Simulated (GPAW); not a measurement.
Consider YAgS2 (R3m).

```xyz
4
Lattice="1.9845 1.1457 6.9395 -1.9845 1.1457 6.9395 0.0000 -2.2915 6.9395" Properties=species:S:1:pos:R:3 pbc="T T T"
Ag    0.0000    0.0000    3.0942
Y     0.0000    0.0000   20.8104
S     0.0000    0.0000   15.5084
S     0.0000    0.0000    5.5338
```

Absorber: atom 2, with 3 S at 2.68 Å and 3 S at 2.82 Å (distorted octahedral, site symmetry 3m). Method: GPAW, LDA, full core hole (charged cell), 12-atom cell with 6.9 Å between holes, 3×3×3 k points, dipole transitions, Gaussian full width 1.5 eV up to 4 eV, rising linearly to 3.5 eV at 25 eV.

Question: Predict the near-edge structure at the Y L₃ edge.

Main maxima up to 30 eV above the zero (height): 0.4 eV (3.99), 2.0 eV (3.34), 9.4 eV (0.72) and 25.6 eV (0.58). At an L edge the dipole rule selects empty d (and weakly s) states on the absorber, and the strong line at the onset measures the empty part of its d band. 

The Y L₃ spectrum (energy from the lowest empty level; intensity scaled to a mean of 1 over the first 20 eV; polarised curves are means over the symmetry-equivalent atoms):

```
E (eV)  isotropic  ε ⊥ c  ε ∥ c
 -2.00       0.01   0.01   0.01
 -1.25       0.19   0.18   0.19
 -0.50       1.57   1.55   1.61
  0.25       3.81   3.75   3.92
  1.00       3.46   3.49   3.41
  1.75       3.24   3.38   2.96
  2.50       3.10   3.12   3.04
  3.25       1.98   1.88   2.16
  4.00       1.01   0.97   1.08
  4.75       0.58   0.59   0.57
  5.50       0.47   0.46   0.48
  6.25       0.44   0.42   0.48
  7.00       0.48   0.48   0.50
  7.75       0.56   0.59   0.51
  8.50       0.66   0.69   0.59
  9.25       0.71   0.71   0.72
 10.00       0.67   0.64   0.73
 10.75       0.57   0.56   0.61
 11.50       0.50   0.50   0.49
 12.25       0.47   0.49   0.45
 13.00       0.49   0.50   0.45
 13.75       0.50   0.52   0.46
 14.50       0.49   0.51   0.45
 15.25       0.48   0.50   0.45
 16.00       0.48   0.49   0.46
 16.75       0.49   0.48   0.50
 17.50       0.49   0.47   0.52
 18.25       0.48   0.46   0.53
 19.00       0.48   0.46   0.52
 19.75       0.49   0.48   0.52
 20.50       0.52   0.51   0.54
 21.25       0.54   0.54   0.55
 22.00       0.56   0.56   0.56
 22.75       0.56   0.56   0.56
 23.50       0.56   0.56   0.57
 24.25       0.57   0.56   0.58
 25.00       0.58   0.57   0.58
 25.75       0.58   0.58   0.57
 26.50       0.57   0.58   0.56
 27.25       0.55   0.57   0.53
 28.00       0.53   0.55   0.51
 28.75       0.51   0.53   0.48
 29.50       0.50   0.51   0.47
 30.25       0.49   0.50   0.48
 31.00       0.51   0.52   0.50
 31.75       0.54   0.55   0.52
```

Only the L₃ part is meant: spin–orbit coupling of the core level isn't computed and the L₂ copy isn't added. The mesh is coarse (0.37 Å⁻¹ between points), so small maxima may be mesh ripples. Lifetime broadening is put in by hand, and intensities beyond about 20 eV depend on it and on the partial waves; weight that the partial waves miss at high energy is lost. The structure is a computed Materials Project entry and may be a hypothetical form.

[Banner, clock and machine lines of the logs are left out without a mark of their own.]

[Logs are printed without paths, hosts, clocks, repeated set-up lines and the standing remarks that a program may print on its own settings, such as how far it seeks lower states.]

[Hosts, paths, dates, database ids (printed as entryN), source tags and the programs' standing remarks are cut or masked in the printed files.]

[Lists of maxima count a maximum above −3 eV only where it reaches 4 % of the highest in the window and stands out from its surroundings by 2 % of it (1.5 % where it reaches 55 %); shoulders and weaker maxima are passed over, and of the rest the first, up to two pre-edge ones and the few strongest are named.]
